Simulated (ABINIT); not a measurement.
# CdS (Hawleyite): G0W0 in ABINIT against the bands in the screening

How does the gap of CdS (Hawleyite) converge in the bands in the screening?

Main program and level: ABINIT 10.8.3; PBE and many-body steps on it, plane waves.

## 1. Set-up

Symmetry: F-43m, No. 216, cubic system. The conventional cell has a = 5.833 Å, b = 5.833 Å, c = 5.833 Å, α = 90.00°, β = 90.00°, γ = 90.00°. Cd has 4 S at 2.53 Å nearest. Nearest to S lie 4 Cd at 2.53 Å. Farther neighbours and most contacts between anions are not listed.

The cell and positions come from the Crystallography Open Database and are kept as given unless a step says otherwise.

## 2. Screening, 4×4×4 mesh, 21 bands, screening to 163.3 eV

This step: ABINIT 10.8.3; RPA screening on PBE, plane waves, norm-conserving pseudopotentials.

The RPA dielectric matrix is built and inverted for each q.

Input file run.abi:

```
acell 3*1.0 Angstrom
rprim 
  -0.000000000000 2.916500000000 2.916500000000
  2.916500000000 -0.000000000000 2.916500000000
  2.916500000000 2.916500000000 -0.000000000000
ntypat 2
znucl 48 16
natom 2
typat 1 2
xred 
  0.000000000000 0.000000000000 0.000000000000
  0.250000000000 0.250000000000 0.250000000000
pp_dirpath "pseudos"
pseudos "Cd.upf, S.upf"
ecut 47
ngkpt 4 4 4
nshiftk 1
shiftk 0 0 0
kptopt 1
chksymbreak 0
istwfk *1
occopt 1
irdwfk 1
optdriver 3
nband 21
ecuteps 6
inclvkb 2
awtr 1
symchi 1
indata_prefix "in"
outdata_prefix "out"
tmpdata_prefix "tmp"
```

Command:

```bash
OMP_NUM_THREADS=1 mpirun -n 8 abinit run.abi > log
```

The program printed:

```text
.Version 10.8.3 of ABINIT. v10.8.2 released Aug 2026.

 Symmetries : space group F-4 3 m (#216); Bravais cF (face-center cubic)
[... echo of the input left out ...]
== DATASET  1 ==================================================================
-   mpi_nproc: 8, omp_nthreads: 1 (-1 if OMP is not activated)

--- !DatasetInfo
iteration_state: {dtset: 1, }
dimensions: {natom: 2, nkpt: 8, mband: 21, nsppol: 1, nspinor: 1, nspden: 1, mpw: 5180, }
cutoff_energies: {ecut:  47.0, pawecutdg:  -1.0, }
electrons: {nelect:   2.60000000E+01, charge:   0.00000000E+00, occopt:   1.00000000E+00, tsmear:   1.00000000E-02, }

 SCREENING: Calculation of the susceptibility and dielectric matrices

 Based on a program developped by R.W. Godby, V. Olevano, G. Onida, and L. Reining.
 Incorporated in ABINIT by V. Olevano, G.-M. Rignanese, and M. Torrent.
.Using double precision arithmetic ; gwpc =  8

[... cell and pseudopotentials left out ...]
--------------------------------------------------------------------------------

 ==== K-mesh for the wavefunctions ====
 Number of points in the irreducible wedge :     8
[... list of points left out ...]
 Together with 24 symmetry operations and time-reversal symmetry
 yields    64 points in the full Brillouin Zone.

 ==== Q-mesh for the screening function ====
 Number of points in the irreducible wedge :     8
[... list of points left out ...]
 Together with 24 symmetry operations and time-reversal symmetry
 yields    64 points in the full Brillouin Zone.

 setmesh: FFT mesh size selected  =    36x   36x   36
          total number of points  =        46656

 vcoul_init : cutoff-mode = AUXILIARY_FUNCTION
 q-points for optical limit:   1
     1)      0.000010    0.000020    0.000030

- screening: taking advantage of time-reversal symmetry
- Maximum band index for partially occupied states nbvw = 13
- Remaining bands to be divided among processors   nbcw = 8
- Number of bands treated by each node ~1

 Number of electrons calculated from density =   26.0000; Expected =   26.0000
 average of density, n =  0.077653
 r_s =    1.4541
 omega_plasma =   26.8804 [eV]

 calculating chi0 at frequencies [eV] :
  1    0.000000E+00    0.000000E+00
  2    0.000000E+00    2.688042E+01

--------------------------------------------------------------------------------
  q-point number  1        q = ( 0.000000, 0.000000, 0.000000) [r.l.u.]
--------------------------------------------------------------------------------
[... chi0 elements left out ...]
 For q-point:  0.000010 0.000020 0.000030
  dielectric constant =  10.8249
  dielectric constant without local fields =  11.5648

  Average fulfillment of the sum rule on Im[epsilon] for q-point    1 :      9.87  [%]
[... wings left out ...]
  q-point number  2        q = ( 0.250000, 0.000000, 0.000000) [r.l.u.]
--------------------------------------------------------------------------------
[... chi0 elements left out ...]
  Average fulfillment of the sum rule on Im[epsilon] for q-point    2 :     26.81  [%]

 [... 6 further q-points ...]
```

It took 5.5 s on 8 MPI ranks of AMD EPYC 7R43, shared host; peak memory 1 GiB.

Numbers from this step:

* ε∞ with local fields, on this mesh, along the program's q direction: 10.82
* the same without local fields: 11.56
* plasma frequency: 26.88 eV
* plane waves in the screening matrix: 259

Local fields lower ε∞ by 6 %. On a Γ-centred mesh this coarse the value itself is usually too large, while a short band sum pulls it down.

## 3. 21 bands

This step: G0W0 on PBE, plane waves, norm-conserving pseudopotentials.

Changes to run.abi since step 2:

```diff
@@ -23,8 +23,15 @@
 irdwfk 1
-optdriver 3
-nband 21
+optdriver 4
+nband 93
+gwcalctyp 0
+ecutsigx 47
+symsigma 1
+nkptgw 1
+kptgw 
+  0.0000000000 0.0000000000 0.0000000000
+bdgw 
+  11 17
 ecuteps 6
-inclvkb 2
-awtr 1
-symchi 1
+irdscr 1
+ppmodel 1
 indata_prefix "in"
```

The program printed:

```text
.Version 10.8.3 of ABINIT. v10.8.2 released Aug 2026.

 Symmetries : space group F-4 3 m (#216); Bravais cF (face-center cubic)
[... echo of the input left out ...]
== DATASET  1 ==================================================================
-   mpi_nproc: 8, omp_nthreads: 1 (-1 if OMP is not activated)

--- !DatasetInfo
iteration_state: {dtset: 1, }
dimensions: {natom: 2, nkpt: 8, mband: 93, nsppol: 1, nspinor: 1, nspden: 1, mpw: 5180, }
cutoff_energies: {ecut:  47.0, pawecutdg:  -1.0, }
electrons: {nelect:   2.60000000E+01, charge:   0.00000000E+00, occopt:   1.00000000E+00, tsmear:   1.00000000E-02, }

 SIGMA: Calculation of the GW corrections

 Based on a program developped by R.W. Godby, V. Olevano, G. Onida, and L. Reining.
 Incorporated in ABINIT by V. Olevano, G.-M. Rignanese, and M. Torrent.
.Using double precision arithmetic ; gwpc =  8

[... cell and pseudopotentials left out ...]
--------------------------------------------------------------------------------

 ==== K-mesh for the wavefunctions ====
 Number of points in the irreducible wedge :     8
[... list of points left out ...]
 Together with 24 symmetry operations and time-reversal symmetry
 yields    64 points in the full Brillouin Zone.

 ==== Q-mesh for screening function ====
 Number of points in the irreducible wedge :     8
[... list of points left out ...]
 Together with 24 symmetry operations and time-reversal symmetry
 yields    64 points in the full Brillouin Zone.

 vcoul_init : cutoff-mode = AUXILIARY_FUNCTION
 q-points for optical limit:   1
     1)      0.000010    0.000020    0.000030
 setmesh: FFT mesh size selected  =    50x   50x   50
          total number of points  =       125000

 Number of electrons calculated from density =   26.0000; Expected =   26.0000
 average of density, n =  0.077653
 r_s =    1.4541
 omega_plasma =   26.8804 [eV]

 === KS Band Gaps ===
  >>>> For spin  1
   Minimum direct gap =   1.1447 [eV], located at k-point      :   0.0000  0.0000  0.0000
   Fundamental gap    =   1.1447 [eV], Top of valence bands at :   0.0000  0.0000  0.0000
                                       Bottom of conduction at :   0.0000  0.0000  0.0000
 SIGMA fundamental parameters:
 PLASMON POLE MODEL  1
 number of plane-waves for SigmaX                 5065
 number of plane-waves for SigmaC and W            259
 number of plane-waves for wavefunctions          5065
 number of bands                                    93
 number of independent spin polarizations            1
 number of spinorial components                      1
 number of k-points in IBZ                           8
 number of q-points in IBZ                           8
 number of symmetry operations                      24
 number of k-points in BZ                           64
 number of q-points in BZ                           64
 number of frequencies for dSigma/dE                 9
 frequency step for dSigma/dE [eV]                0.25
 number of omega for Sigma on real axis              0
 max omega for Sigma on real axis  [eV]           0.00
 zcut for avoiding poles [eV]                     0.10

 EPSILON^-1 parameters (SCR file):
 dimension of the eps^-1 matrix on file            259
 dimension of the eps^-1 matrix used               259
 number of plane-waves for wavefunctions          5065
 number of bands                                    21
 number of q-points in IBZ                           8
 number of frequencies                               2
 number of real frequencies                          1
 number of imag frequencies                          1

 matrix elements of self-energy operator (all in [eV])

 Perturbative Calculation

--- !SelfEnergy_ee
iteration_state: {dtset: 1, }
kpoint     : [   0.000,    0.000,    0.000, ]
spin       : 1
KS_gap     :    1.145
QP_gap     :    2.319
Delta_QP_KS:    1.174
data: !SigmaeeData |
     Band     E0 <VxcDFT>   SigX SigC(E0)      Z dSigC/dE  Sig(E)    E-E0       E
       11   4.366 -15.389 -18.420   2.539   0.769  -0.300 -15.767  -0.378   3.988
       12   4.366 -15.389 -18.420   2.539   0.769  -0.300 -15.767  -0.378   3.988
       13   4.366 -15.389 -18.420   2.539   0.769  -0.300 -15.767  -0.378   3.988
       14   5.511 -10.636  -6.668  -2.981   0.807  -0.239  -9.840   0.796   6.307
       15  10.897 -10.642  -5.801  -3.510   0.802  -0.248  -9.575   1.067  11.964
       16  10.897 -10.642  -5.801  -3.510   0.802  -0.248  -9.575   1.067  11.964
       17  10.897 -10.642  -5.801  -3.510   0.802  -0.248  -9.575   1.067  11.964

== END DATASET(S) ==============================================================
================================================================================

 -outvars: echo values of variables after computation  --------
           etotal      0.0000000000E+00
            nband          93
             nkpt           8
          spgroup         216
 [... the other variables as echoed above ...]

 Calculation completed.
```

Elapsed: 6.1 s, on 8 MPI ranks; peak memory 1.3 GiB; 46 s of CPU time.

Numbers from this step:

```yaml
g0w0_gap_on_the_points_computed: 2.319 eV
starting_gap_on_the_mesh: 1.145 eV
k_of_the_valence_top: 0, 0, 0
k_of_the_conduction_bottom: 0, 0, 0
z_at_the_valence_top: 0.769
z_at_the_conduction_bottom: 0.807
least_direct_g0w0_gap_on_the_computed_points: 2.319 eV
```

## 4. Screening, 4×4×4 mesh, 31 bands, screening to 163.3 eV

This step: RPA screening on PBE, plane waves, norm-conserving pseudopotentials.

Changes to run.abi since step 3:

```diff
@@ -23,15 +23,8 @@
 irdwfk 1
-optdriver 4
-nband 93
-gwcalctyp 0
-ecutsigx 47
-symsigma 1
-nkptgw 1
-kptgw 
-  0.0000000000 0.0000000000 0.0000000000
-bdgw 
-  11 17
+optdriver 3
+nband 31
 ecuteps 6
-irdscr 1
-ppmodel 1
+inclvkb 2
+awtr 1
+symchi 1
 indata_prefix "in"
```

The program printed:

```text
.Version 10.8.3 of ABINIT. v10.8.2 released Aug 2026.

 Symmetries : space group F-4 3 m (#216); Bravais cF (face-center cubic)
[... echo of the input left out ...]
== DATASET  1 ==================================================================
-   mpi_nproc: 8, omp_nthreads: 1 (-1 if OMP is not activated)

--- !DatasetInfo
iteration_state: {dtset: 1, }
dimensions: {natom: 2, nkpt: 8, mband: 31, nsppol: 1, nspinor: 1, nspden: 1, mpw: 5180, }
cutoff_energies: {ecut:  47.0, pawecutdg:  -1.0, }
electrons: {nelect:   2.60000000E+01, charge:   0.00000000E+00, occopt:   1.00000000E+00, tsmear:   1.00000000E-02, }

 SCREENING: Calculation of the susceptibility and dielectric matrices

 Based on a program developped by R.W. Godby, V. Olevano, G. Onida, and L. Reining.
 Incorporated in ABINIT by V. Olevano, G.-M. Rignanese, and M. Torrent.
.Using double precision arithmetic ; gwpc =  8

[... cell and pseudopotentials left out ...]
--------------------------------------------------------------------------------

 ==== K-mesh for the wavefunctions ====
 Number of points in the irreducible wedge :     8
[... list of points left out ...]
 Together with 24 symmetry operations and time-reversal symmetry
 yields    64 points in the full Brillouin Zone.

 ==== Q-mesh for the screening function ====
 Number of points in the irreducible wedge :     8
[... list of points left out ...]
 Together with 24 symmetry operations and time-reversal symmetry
 yields    64 points in the full Brillouin Zone.

 setmesh: FFT mesh size selected  =    36x   36x   36
          total number of points  =        46656

 vcoul_init : cutoff-mode = AUXILIARY_FUNCTION
 q-points for optical limit:   1
     1)      0.000010    0.000020    0.000030

- screening: taking advantage of time-reversal symmetry
- Maximum band index for partially occupied states nbvw = 13
- Remaining bands to be divided among processors   nbcw = 18
- Number of bands treated by each node ~2

 Number of electrons calculated from density =   26.0000; Expected =   26.0000
 average of density, n =  0.077653
 r_s =    1.4541
 omega_plasma =   26.8804 [eV]

 calculating chi0 at frequencies [eV] :
  1    0.000000E+00    0.000000E+00
  2    0.000000E+00    2.688042E+01

--------------------------------------------------------------------------------
  q-point number  1        q = ( 0.000000, 0.000000, 0.000000) [r.l.u.]
--------------------------------------------------------------------------------
[... chi0 elements left out ...]
 For q-point:  0.000010 0.000020 0.000030
  dielectric constant =  10.9212
  dielectric constant without local fields =  11.6573

  Average fulfillment of the sum rule on Im[epsilon] for q-point    1 :     20.95  [%]
[... wings left out ...]
  q-point number  2        q = ( 0.250000, 0.000000, 0.000000) [r.l.u.]
--------------------------------------------------------------------------------
[... chi0 elements left out ...]
  Average fulfillment of the sum rule on Im[epsilon] for q-point    2 :     35.69  [%]

 [... 6 further q-points ...]
```

Elapsed: 9.2 s, on 8 MPI ranks; peak memory 1.6 GiB.

Numbers from this step:

| Property | Result |
| --- | --- |
| ε∞ with local fields, on this mesh, along the program's q direction | 10.92 |
| the same without local fields | 11.66 |
| plasma frequency | 26.88 eV |
| plane waves in the screening matrix | 259 |

## 5. 31 bands

The self-energy is evaluated for the states that the input lists, and the levels follow from it, in one-shot runs by the linearised quasiparticle equation.

This step: G0W0 on PBE, plane waves, norm-conserving pseudopotentials.

Changes to run.abi since step 4:

```diff
@@ -23,8 +23,15 @@
 irdwfk 1
-optdriver 3
-nband 31
+optdriver 4
+nband 93
+gwcalctyp 0
+ecutsigx 47
+symsigma 1
+nkptgw 1
+kptgw 
+  0.0000000000 0.0000000000 0.0000000000
+bdgw 
+  11 17
 ecuteps 6
-inclvkb 2
-awtr 1
-symchi 1
+irdscr 1
+ppmodel 1
 indata_prefix "in"
```

The program printed:

```text
.Version 10.8.3 of ABINIT. v10.8.2 released Aug 2026.

 Symmetries : space group F-4 3 m (#216); Bravais cF (face-center cubic)
[... echo of the input left out ...]
== DATASET  1 ==================================================================
-   mpi_nproc: 8, omp_nthreads: 1 (-1 if OMP is not activated)

--- !DatasetInfo
iteration_state: {dtset: 1, }
dimensions: {natom: 2, nkpt: 8, mband: 93, nsppol: 1, nspinor: 1, nspden: 1, mpw: 5180, }
cutoff_energies: {ecut:  47.0, pawecutdg:  -1.0, }
electrons: {nelect:   2.60000000E+01, charge:   0.00000000E+00, occopt:   1.00000000E+00, tsmear:   1.00000000E-02, }

 SIGMA: Calculation of the GW corrections

 Based on a program developped by R.W. Godby, V. Olevano, G. Onida, and L. Reining.
 Incorporated in ABINIT by V. Olevano, G.-M. Rignanese, and M. Torrent.
.Using double precision arithmetic ; gwpc =  8

[... cell and pseudopotentials left out ...]
--------------------------------------------------------------------------------

 ==== K-mesh for the wavefunctions ====
 Number of points in the irreducible wedge :     8
[... list of points left out ...]
 Together with 24 symmetry operations and time-reversal symmetry
 yields    64 points in the full Brillouin Zone.

 ==== Q-mesh for screening function ====
 Number of points in the irreducible wedge :     8
[... list of points left out ...]
 Together with 24 symmetry operations and time-reversal symmetry
 yields    64 points in the full Brillouin Zone.

 vcoul_init : cutoff-mode = AUXILIARY_FUNCTION
 q-points for optical limit:   1
     1)      0.000010    0.000020    0.000030
 setmesh: FFT mesh size selected  =    50x   50x   50
          total number of points  =       125000

 Number of electrons calculated from density =   26.0000; Expected =   26.0000
[...]
number of q-points in BZ                           64
 number of frequencies for dSigma/dE                 9
 frequency step for dSigma/dE [eV]                0.25
 number of omega for Sigma on real axis              0
 max omega for Sigma on real axis  [eV]           0.00
 zcut for avoiding poles [eV]                     0.10

 EPSILON^-1 parameters (SCR file):
 dimension of the eps^-1 matrix on file            259
 dimension of the eps^-1 matrix used               259
 number of plane-waves for wavefunctions          5065
 number of bands                                    31
 number of q-points in IBZ                           8
 number of frequencies                               2
 number of real frequencies                          1
 number of imag frequencies                          1

 matrix elements of self-energy operator (all in [eV])

 Perturbative Calculation

--- !SelfEnergy_ee
iteration_state: {dtset: 1, }
kpoint     : [   0.000,    0.000,    0.000, ]
spin       : 1
KS_gap     :    1.145
QP_gap     :    2.192
Delta_QP_KS:    1.047
data: !SigmaeeData |
     Band     E0 <VxcDFT>   SigX SigC(E0)      Z dSigC/dE  Sig(E)    E-E0       E
       11   4.366 -15.389 -18.420   2.413   0.774  -0.292 -15.867  -0.478   3.888
       12   4.366 -15.389 -18.420   2.413   0.774  -0.292 -15.867  -0.478   3.888
       13   4.366 -15.389 -18.420   2.413   0.774  -0.292 -15.867  -0.478   3.888
       14   5.511 -10.636  -6.668  -3.264   0.809  -0.237 -10.067   0.569   6.080
       15  10.897 -10.642  -5.801  -3.799   0.808  -0.238  -9.801   0.841  11.739
       16  10.897 -10.642  -5.801  -3.799   0.808  -0.238  -9.801   0.841  11.739
       17  10.897 -10.642  -5.801  -3.799   0.808  -0.238  -9.801   0.841  11.739

== END DATASET(S) ==============================================================
================================================================================

 -outvars: echo values of variables after computation  --------
           etotal      0.0000000000E+00
            nband          93
             nkpt           8
          spgroup         216
 [... the other variables as echoed above ...]

 Calculation completed.
```

Wall time 6.3 s (8 MPI ranks); peak memory 1.7 GiB; 48 s of CPU time.

This step gave:

- G0W0 gap on the points computed: 2.192 eV
- starting gap on the mesh: 1.145 eV
- k of the valence top: 0, 0, 0
- k of the conduction bottom: 0, 0, 0
- Z at the valence top: 0.774
- Z at the conduction bottom: 0.809
- least direct G0W0 gap on the computed points: 2.192 eV

The gap on the mesh goes from 1.14 eV to 2.19 eV, a correction of +1.05 eV.

## 6. Screening, 4×4×4 mesh, 93 bands, screening to 163.3 eV

This step: RPA screening on PBE, plane waves, norm-conserving pseudopotentials.

Changes to run.abi since step 5:

```diff
@@ -23,15 +23,8 @@
 irdwfk 1
-optdriver 4
+optdriver 3
 nband 93
-gwcalctyp 0
-ecutsigx 47
-symsigma 1
-nkptgw 1
-kptgw 
-  0.0000000000 0.0000000000 0.0000000000
-bdgw 
-  11 17
 ecuteps 6
-irdscr 1
-ppmodel 1
+inclvkb 2
+awtr 1
+symchi 1
 indata_prefix "in"
```

The program printed:

```text
.Version 10.8.3 of ABINIT. v10.8.2 released Aug 2026.

 Symmetries : space group F-4 3 m (#216); Bravais cF (face-center cubic)
[... echo of the input left out ...]
== DATASET  1 ==================================================================
-   mpi_nproc: 8, omp_nthreads: 1 (-1 if OMP is not activated)

--- !DatasetInfo
iteration_state: {dtset: 1, }
dimensions: {natom: 2, nkpt: 8, mband: 93, nsppol: 1, nspinor: 1, nspden: 1, mpw: 5180, }
cutoff_energies: {ecut:  47.0, pawecutdg:  -1.0, }
[...]
--------------------------------------------------------------------------------
[... chi0 elements left out ...]
 For q-point:  0.000010 0.000020 0.000030
  dielectric constant =  11.0649
  dielectric constant without local fields =  11.7725

  Average fulfillment of the sum rule on Im[epsilon] for q-point    1 :     58.79  [%]
[... wings left out ...]
  q-point number  2        q = ( 0.250000, 0.000000, 0.000000) [r.l.u.]
--------------------------------------------------------------------------------
[... chi0 elements left out ...]
  Average fulfillment of the sum rule on Im[epsilon] for q-point    2 :     72.29  [%]

 [... 6 further q-points ...]
```

Run time: 25 s. Hardware: 8 MPI ranks; peak memory 2 GiB; 3.3 min of CPU time.

This step gave:

| Property | Result |
| --- | --- |
| ε∞ with local fields, on this mesh, along the program's q direction | 11.06 |
| the same without local fields | 11.77 |
| plasma frequency | 26.88 eV |
| plane waves in the screening matrix | 259 |

(Continued in part 2 of 2.)

[Paths, hosts, dates, memory and timing lines, banners, echoed tables and standing remarks are left out of the program output.]

[Logs are printed without paths, hosts, clocks, repeated set-up lines and the standing remarks that a program may print on its own settings, such as how far it seeks lower states.]

[Runs of the session that timed out or met a known fault of the program may be left out.]

[No measured gap is set beside runs whose start may be inverted or whose files or cutoffs have a known fault.]

[Hosts, paths, dates, database ids (printed as entryN), source tags and the programs' standing remarks are cut or masked in the printed files.]

[G0W0 gaps are taken among the corrected bands and points alone; a level outside them can change the order at an edge.]

[Where Ansatz stands beside ABINIT at settings called matched, ABINIT's density can come from a denser mesh and the files from another edition; pairs whose starting gaps differed by over 0.03 eV were left out, so agreement reads better than it is.]
